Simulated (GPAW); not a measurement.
# Work function of 1T-VClI monolayer at several levels

Aim: the work function of both faces of 1T-VClI monolayer, and its spread over functionals and bases. Where a layer proves gapped, the work function hangs on where the smearing puts the Fermi level, and the band edges take its place.

Calculated with GPAW 26.7.0; GPAW, PAW setups; layer in a repeated cell with vacuum, relaxation of atoms and in-plane cell, in the first sound run; inputs show where later runs differ.

### 1. The starting structure

The cell holds 3 atoms: 1 I, 1 V and 1 Cl. Its edges and angles: a = 3.783 Å, b = 3.783 Å, c = 21.056 Å, α = 90.0°, β = 90.0°, γ = 120.0°. Vacuum lies along c.

### 2. Relaxing the atoms

The atoms are relaxed first, since the surface dipole, and with it the work function, follows the positions of the outer layers.

run.py

```python
import json
import numpy as np
from ase import Atoms
from ase.filters import FrechetCellFilter
from ase.optimize import BFGS
from gpaw import GPAW, PW

slab = Atoms(
    ['I', 'V', 'Cl'],
    positions=[
        [1.89128, 1.09193, 9.00000],
        [0.00000, 0.00000, 10.85212],
        [-0.00000, 2.18387, 12.05557]],
    cell=[[3.78257, 0.0, 0.0], [-1.89128, 3.2758, 0.0], [0.0, 0.0, 21.0556]],
    pbc=[True, True, True],
    magmoms=[0.0, 1.0, 0.0])

slab.calc = GPAW(mode=PW(600), xc='PBE', kpts={'size': (9, 9, 1), 'gamma': True},
                 occupations={'name': 'fermi-dirac', 'width': 0.05}, nbands='160%',
                 convergence={'density': 1e-05}, maxiter=200,
                 symmetry={'tolerance': 1e-3}, txt='slab.txt')
result = {}
# The in-plane cell is free; stress needs a cell that repeats along all three vectors
path = []
opt = BFGS(FrechetCellFilter(slab, mask=[1, 1, 0, 0, 0, 1]), maxstep=0.2)
opt.attach(lambda: path.append((slab.get_potential_energy(), slab.positions.tolist(), slab.get_forces().tolist())))
result['relaxed'] = bool(opt.run(fmax=0.02, steps=45))
result['path'] = path
result['cell'] = slab.cell.tolist()
print('in-plane lattice', slab.cell.cellpar().round(4)[[0, 1, 5]])
energy = slab.get_potential_energy()
fermi = slab.calc.get_fermi_level()
v = slab.calc.get_electrostatic_potential().mean((0, 1)) - fermi
n = slab.calc.get_pseudo_density().mean((0, 1))
L = slab.cell[2, 2]
z = np.arange(len(v)) * L / len(v)
low, high = slab.positions[:, 2].min(), slab.positions[:, 2].max()
below, above = np.interp([low - 6.8, high + 6.8], z, v)
slopes = [np.interp(x, z, np.gradient(v, z)) for x in (low - 6.8, high + 6.8)]
eps = np.array([[slab.calc.get_eigenvalues(k, s) for k in range(len(slab.calc.get_ibz_k_points()))]
                for s in range(slab.calc.get_number_of_spins())]) - fermi
top, bottom = eps[eps < 0].max(), eps[eps > 0].min()
dipole = slab.get_dipole_moment()[2]
print(f'energy {energy:.4f} eV, Fermi level {fermi:.4f} eV, dipole {dipole:.5f} e A')
print(f'potential 6.8 A off the faces, from the Fermi level: lower {below:.4f} eV, upper {above:.4f} eV')
print(f'slope of the potential there: lower {slopes[0]:.5f}, upper {slopes[1]:.5f} eV/A')
print(f'nearest levels on the mesh: {top:.4f} and {bottom:.4f} eV')
print('magnetic moment', round(slab.get_magnetic_moment(), 3))
result.update(energy=energy, fermi=fermi, dipole=dipole, below=below, above=above, slopes=slopes, edges=[top, bottom],
              z=z.tolist(), v=v.tolist(), n=n.tolist(), positions=slab.positions.tolist(),
              forces=slab.get_forces(apply_constraint=False).tolist(), moments=slab.get_magnetic_moments().tolist())
json.dump(result, open('result.json', 'w'))
```

On the command line:

```bash
OMP_NUM_THREADS=1 OPENBLAS_NUM_THREADS=1 python run.py
```

What it wrote:

```text
Step          Energy          fmax
BFGS:    0      -14.053631        0.636169
BFGS:    1      -14.064906        0.536842
BFGS:    2      -14.104040        0.201328
BFGS:    3      -14.106223        0.223622
BFGS:    4      -14.112427        0.235563
BFGS:    5      -14.118160        0.194272
BFGS:    6      -14.121933        0.090079
BFGS:    7      -14.122757        0.037115
BFGS:    8      -14.122841        0.030320
BFGS:    9      -14.122863        0.026761
BFGS:   10      -14.122899        0.014076
in-plane lattice [  3.8998   3.8998 120.    ]
energy -14.1229 eV, Fermi level -1.1908 eV, dipole -0.05290 e A
potential 6.8 A off the faces, from the Fermi level: lower 3.8849 eV, upper 4.0422 eV
slope of the potential there: lower -0.03462, upper -0.03458 eV/A
nearest levels on the mesh: -0.5955 and 0.5669 eV
magnetic moment 3.0
```

Elapsed: 20 min, on 1 thread of Intel Xeon Platinum 8259CL at 2.50GHz (Skylake/Cascade Lake), shared host; peak memory 0.58 GiB.

This step gave:

```
dipole along the normal                    : -0.05290 e·Å
levels nearest the Fermi level on the mesh : -0.5955, 0.5669 eV from the Fermi level
site moments                               : -0.03817, 2.534, -0.006871 μB
sum of the site moments                    : 2.489 μB
```

The electrostatic potential energy of an electron (without an applied field's), less the Fermi level, planar mean by z:

z (Å), electrostatic potential energy of an electron (without an applied field's), less the Fermi level, planar mean (eV) and a bar from the least value:
```
      0.0        4.0 ##############################
      0.5        3.9 ##############################
      1.0        3.9 ##############################
      1.5        3.9 ##############################
      2.0        3.9 ##############################
      2.5        3.9 ##############################
      3.0        3.9 ##############################
      3.5        3.8 ##############################
      4.0        3.8 ##############################
      4.5        3.8 #############################
      5.0        3.8 #############################
      5.5        3.8 #############################
      6.0        3.8 #############################
      6.5        3.7 #############################
      7.0        3.6 #############################
      7.5        3.2 #############################
      8.0        1.4 ##########################
      8.5       -5.3 #################
      9.0      -17.4 
      9.5      -11.7 ########
     10.0       -4.1 ##################
     10.5       -7.6 ##############
     11.0       -8.6 ############
     11.5       -6.4 ###############
     12.0      -13.1 ######
     12.5       -2.5 #####################
     13.0        2.9 ############################
     13.5        4.0 ##############################
     14.0        4.2 ##############################
     14.5        4.2 ##############################
     15.0        4.2 ##############################
     15.5        4.2 ##############################
     16.0        4.1 ##############################
     16.5        4.1 ##############################
     17.0        4.1 ##############################
     17.5        4.1 ##############################
     18.0        4.1 ##############################
     18.5        4.1 ##############################
     19.0        4.0 ##############################
     19.5        4.0 ##############################
     20.0        4.0 ##############################
     20.5        4.0 ##############################
```

The pseudo valence density, planar mean by z:

z (Å), pseudo valence density, planar mean (e/Å³) and a bar:
```
      5.5       0.00 
      6.0       0.00 
      6.5       0.00 
      7.0       0.01 
      7.5       0.03 #
      8.0       0.10 ###
      8.5       0.27 #########
      9.0       0.17 #####
      9.5       0.31 ##########
     10.0       0.29 #########
     10.5       0.77 #########################
     11.0       0.94 ##############################
     11.5       0.43 ##############
     12.0       0.37 ############
     12.5       0.30 ##########
     13.0       0.08 ###
     13.5       0.02 
     14.0       0.00 
     14.5       0.00 
     15.0       0.00
```

Site moment by atom:

```csv
atom,site moment (μB)
I1,-0.04
V2,2.53
Cl3,-0.01
```

The relaxation lowered the energy of the cell by 0.0693 eV (energies extrapolated to zero smearing; the optimiser's log prints free energies). The largest force left on a free atom is 0.014 eV/Å.

### 3. Plane waves, PBE

With the geometry fixed, the planar mean of the potential gives the vacuum level on each side.

This step: GPAW, PAW setups; slab in vacuum (GPAW 26.7.0).

The cell differs from the one that the last finished run ended in (c 21.056 → 20.908 Å).

run.py, as its differences from that of step 2:

```diff
@@ -3,4 +3,2 @@
 from ase import Atoms
-from ase.filters import FrechetCellFilter
-from ase.optimize import BFGS
 from gpaw import GPAW, PW
@@ -10,22 +8,15 @@
     positions=[
-        [1.89128, 1.09193, 9.00000],
-        [0.00000, 0.00000, 10.85212],
-        [-0.00000, 2.18387, 12.05557]],
-    cell=[[3.78257, 0.0, 0.0], [-1.89128, 3.2758, 0.0], [0.0, 0.0, 21.0556]],
-    pbc=[True, True, True],
+        [1.94992, 1.12578, 9.00000],
+        [0.00000, -0.00000, 10.68191],
+        [-0.00000, 2.25158, 11.90836]],
+    cell=[[3.89984, -0.0, 0.0], [-1.94992, 3.37736, 0.0], [0.0, 0.0, 20.9084]],
+    pbc=[True, True, False],
     magmoms=[0.0, 1.0, 0.0])
 
-slab.calc = GPAW(mode=PW(600), xc='PBE', kpts={'size': (9, 9, 1), 'gamma': True},
+slab.calc = GPAW(mode=PW(400), xc='PBE', kpts={'size': (9, 9, 1), 'gamma': True},
                  occupations={'name': 'fermi-dirac', 'width': 0.05}, nbands='160%',
                  convergence={'density': 1e-05}, maxiter=200,
+                 poissonsolver={'dipolelayer': 'xy'},
                  symmetry={'tolerance': 1e-3}, txt='slab.txt')
 result = {}
-# The in-plane cell is free; stress needs a cell that repeats along all three vectors
-path = []
-opt = BFGS(FrechetCellFilter(slab, mask=[1, 1, 0, 0, 0, 1]), maxstep=0.2)
-opt.attach(lambda: path.append((slab.get_potential_energy(), slab.positions.tolist(), slab.get_forces().tolist())))
-result['relaxed'] = bool(opt.run(fmax=0.02, steps=45))
-result['path'] = path
-result['cell'] = slab.cell.tolist()
-print('in-plane lattice', slab.cell.cellpar().round(4)[[0, 1, 5]])
 energy = slab.get_potential_energy()
```

What it wrote:

```text
energy -14.0717 eV, Fermi level -1.1762 eV, dipole -0.04145 e A
potential 6.8 A off the faces, from the Fermi level: lower 3.6853 eV, upper 4.2561 eV
slope of the potential there: lower -0.00004, upper 0.00002 eV/A
nearest levels on the mesh: -0.5946 and 0.5661 eV
magnetic moment 3.0
```

The job ended after 92 s (1 thread; peak memory 0.27 GiB).

This step gave:

```
dipole along the normal                    : -0.04145 e·Å
levels nearest the Fermi level on the mesh : -0.5946, 0.5661 eV from the Fermi level
upper work function                        : 4.256 eV
lower work function                        : 3.685 eV
site moments                               : -0.03806, 2.532, -0.006922 μB
upper ionisation energy                    : 4.851 eV
sum of the site moments                    : 2.487 μB
```

Electrostatic potential energy of an electron (without an applied field's), less the Fermi level, planar mean against z:

```csv
z (Å),"electrostatic potential energy of an electron (without an applied field's), less the Fermi level, planar mean (eV)"
0.0,3.97
0.5,3.69
1.0,3.69
1.5,3.69
2.0,3.69
2.5,3.69
3.0,3.69
3.5,3.69
4.0,3.69
4.5,3.69
5.0,3.68
5.5,3.68
6.0,3.68
6.5,3.65
7.0,3.52
7.5,2.98
8.0,0.630
8.5,-7.91
9.0,-18.1
9.5,-9.13
10.0,-4.20
10.5,-8.62
11.0,-7.64
11.5,-7.58
12.0,-12.0
12.5,-0.629
13.0,3.32
13.5,4.08
14.0,4.22
14.5,4.25
15.0,4.25
15.5,4.26
16.0,4.26
16.5,4.26
17.0,4.26
17.5,4.26
18.0,4.26
18.5,4.26
19.0,4.26
19.5,4.26
20.0,4.26
20.5,4.25
```

Pseudo valence density, planar mean against z:

```csv
z (Å),"pseudo valence density, planar mean (e/Å³)"
5.5,9.3e-5
6.0,4.1e-4
6.5,0.00183
7.0,0.00796
7.5,0.0351
8.0,0.136
8.5,0.285
9.0,0.157
9.5,0.327
10.0,0.303
10.5,0.956
11.0,0.761
11.5,0.428
12.0,0.357
12.5,0.246
13.0,0.0588
13.5,0.0112
14.0,0.00211
14.5,3.9e-4
15.0,7.9e-5
```

The layer is gapped, so the Fermi level lies somewhere inside the gap, set by smearing and numerics, and these work functions are no property of the material; the band edges below the vacuum level are. The potential is flat to 3.9e-5 eV/Å where it is read, so the vacuum is wide enough.

### 4. Self-consistent run: xc = "RPBE"

The same geometry under RPBE, to see how far the functional moves the levels against the vacuum.

run.py, as its differences from that of step 3:

```diff
@@ -15,3 +15,3 @@
 
-slab.calc = GPAW(mode=PW(400), xc='PBE', kpts={'size': (9, 9, 1), 'gamma': True},
+slab.calc = GPAW(mode=PW(400), xc='RPBE', kpts={'size': (9, 9, 1), 'gamma': True},
                  occupations={'name': 'fermi-dirac', 'width': 0.05}, nbands='160%',
```

What it wrote:

```text
energy -13.3049 eV, Fermi level -1.0919 eV, dipole -0.04087 e A
potential 6.8 A off the faces, from the Fermi level: lower 3.6093 eV, upper 4.1721 eV
slope of the potential there: lower -0.00004, upper 0.00002 eV/A
nearest levels on the mesh: -0.6317 and 0.6042 eV
magnetic moment 3.0
```

Wall time 2.1 min (1 thread); peak memory 0.27 GiB.

Numbers from this step:

| Property | Result |
| --- | --- |
| dipole along the normal | -0.04087 e·Å |
| levels nearest the Fermi level on the mesh | -0.6317, 0.6042 eV from the Fermi level |
| upper work function | 4.172 eV |
| lower work function | 3.609 eV |
| site moments | -0.04396, 2.547, -0.01084 μB |
| upper ionisation energy | 4.804 eV |
| sum of the site moments | 2.492 μB |

Table of electrostatic potential energy of an electron (without an applied field's), less the Fermi level, planar mean by z:

```csv
z (Å),"electrostatic potential energy of an electron (without an applied field's), less the Fermi level, planar mean (eV)"
0.0,3.89
0.5,3.61
1.0,3.61
1.5,3.61
2.0,3.61
2.5,3.61
3.0,3.61
3.5,3.61
4.0,3.61
4.5,3.61
5.0,3.61
5.5,3.61
6.0,3.60
6.5,3.57
7.0,3.44
7.5,2.90
8.0,0.556
8.5,-7.99
9.0,-18.2
9.5,-9.22
10.0,-4.31
10.5,-8.73
11.0,-7.75
11.5,-7.69
12.0,-12.1
12.5,-0.719
13.0,3.23
13.5,3.99
14.0,4.14
14.5,4.16
15.0,4.17
15.5,4.17
16.0,4.17
16.5,4.17
17.0,4.17
17.5,4.17
18.0,4.17
18.5,4.17
19.0,4.17
19.5,4.17
20.0,4.17
20.5,4.16
```

Table of pseudo valence density, planar mean by z:

z (Å), pseudo valence density, planar mean (e/Å³) and a bar:
```
      5.5       0.00 
      6.0       0.00 
      6.5       0.00 
      7.0       0.01 
      7.5       0.03 #
      8.0       0.14 ####
      8.5       0.29 #########
      9.0       0.16 #####
      9.5       0.33 ##########
     10.0       0.30 #########
     10.5       0.96 ##############################
     11.0       0.76 ########################
     11.5       0.43 #############
     12.0       0.36 ###########
     12.5       0.25 ########
     13.0       0.06 ##
     13.5       0.01 
     14.0       0.00 
     14.5       0.00 
     15.0       0.00
```

Force by atom:

```csv
atom,x (eV/Å),y (eV/Å),z (eV/Å),size
I1,0.000,0.000,-0.225,0.225
V2,0.000,0.000,-0.006,0.006
Cl3,0.000,0.000,0.231,0.231
```

The highest filled level lies 0.632 eV under the Fermi level, so the ionisation energy from the upper face is 4.172 + 0.632 = 4.804 eV, against 4.851 eV in the base run.

### 5. Self-consistent run: xc = "revPBE"

The same geometry under revPBE, to see how far the functional moves the levels against the vacuum.

run.py, as its differences from that of step 4:

```diff
@@ -15,3 +15,3 @@
 
-slab.calc = GPAW(mode=PW(400), xc='RPBE', kpts={'size': (9, 9, 1), 'gamma': True},
+slab.calc = GPAW(mode=PW(400), xc='revPBE', kpts={'size': (9, 9, 1), 'gamma': True},
                  occupations={'name': 'fermi-dirac', 'width': 0.05}, nbands='160%',
```

What it wrote:

```text
energy -13.3742 eV, Fermi level -1.0952 eV, dipole -0.04080 e A
potential 6.8 A off the faces, from the Fermi level: lower 3.6052 eV, upper 4.1671 eV
slope of the potential there: lower -0.00004, upper 0.00002 eV/A
nearest levels on the mesh: -0.6227 and 0.5937 eV
magnetic moment 3.0
```

The job ended after 99 s (1 thread; peak memory 0.27 GiB).

This step gave:

| Quantity | Value |
| --- | --- |
| dipole along the normal | -0.04080 e·Å |
| levels nearest the Fermi level on the mesh | -0.6227, 0.5937 eV from the Fermi level |
| upper work function | 4.167 eV |
| lower work function | 3.605 eV |
| site moments | -0.04290, 2.544, -0.01051 μB |
| upper ionisation energy | 4.790 eV |
| sum of the site moments | 2.491 μB |

Table of electrostatic potential energy of an electron (without an applied field's), less the Fermi level, planar mean by z:

z (Å), electrostatic potential energy of an electron (without an applied field's), less the Fermi level, planar mean (eV) and a bar from the least value:
```
      0.0        3.9 ##############################
      0.5        3.6 #############################
      1.0        3.6 #############################
      1.5        3.6 #############################
      2.0        3.6 #############################
      2.5        3.6 #############################
      3.0        3.6 #############################
      3.5        3.6 #############################
      4.0        3.6 #############################
      4.5        3.6 #############################
      5.0        3.6 #############################
      5.5        3.6 #############################
      6.0        3.6 #############################
      6.5        3.6 #############################
      7.0        3.4 #############################
      7.5        2.9 ############################
      8.0        0.6 #########################
      8.5       -8.0 ##############
      9.0      -18.2 
      9.5       -9.2 ############
     10.0       -4.3 ###################
     10.5       -8.7 #############
     11.0       -7.7 ##############
     11.5       -7.7 ##############
     12.0      -12.1 ########
     12.5       -0.7 #######################
     13.0        3.2 #############################
     13.5        4.0 ##############################
     14.0        4.1 ##############################
     14.5        4.2 ##############################
     15.0        4.2 ##############################
     15.5        4.2 ##############################
     16.0        4.2 ##############################
     16.5        4.2 ##############################
     17.0        4.2 ##############################
     17.5        4.2 ##############################
     18.0        4.2 ##############################
     18.5        4.2 ##############################
     19.0        4.2 ##############################
     19.5        4.2 ##############################
     20.0        4.2 ##############################
     20.5        4.2 ##############################
```

The highest filled level lies 0.623 eV under the Fermi level, so the ionisation energy from the upper face is 4.167 + 0.623 = 4.790 eV, against 4.851 eV in the base run.

### 6. Self-consistent run: xc = "vdW-DF2"

The same geometry under vdW-DF2, to see how far the functional moves the levels against the vacuum (the van der Waals functionals take revPBE setups).

run.py, as its differences from that of step 5:

```diff
@@ -15,3 +15,3 @@
 
-slab.calc = GPAW(mode=PW(400), xc='revPBE', kpts={'size': (9, 9, 1), 'gamma': True},
+slab.calc = GPAW(mode=PW(400), xc='vdW-DF2', kpts={'size': (9, 9, 1), 'gamma': True},
                  occupations={'name': 'fermi-dirac', 'width': 0.05}, nbands='160%',
```

What it wrote:

```text
energy -191.5127 eV, Fermi level -1.4606 eV, dipole -0.04052 e A
potential 6.8 A off the faces, from the Fermi level: lower 4.0645 eV, upper 4.6226 eV
slope of the potential there: lower -0.00005, upper 0.00003 eV/A
nearest levels on the mesh: -0.7064 and 0.6909 eV
magnetic moment 3.0
```

Wall time 2.4 min (1 thread); peak memory 0.44 GiB.

Numbers from this step:

* dipole along the normal: -0.04052 e·Å
* levels nearest the Fermi level on the mesh: -0.7064, 0.6909 eV from the Fermi level
* upper work function: 4.623 eV
* lower work function: 4.065 eV
* site moments: -0.01804, 2.538, 0.009778 μB
* upper ionisation energy: 5.329 eV
* sum of the site moments: 2.530 μB

The highest filled level lies 0.706 eV under the Fermi level, so the ionisation energy from the upper face is 4.623 + 0.706 = 5.329 eV, against 4.851 eV in the base run.

(Continued in part 2 of 2.)

[Logs are printed without paths, hosts, clocks, repeated set-up lines and the standing remarks that a program may print on its own settings, such as how far it seeks lower states.]

[Hosts, paths, dates, database ids (printed as entryN), source tags and the programs' standing remarks are cut or masked in the printed files.]
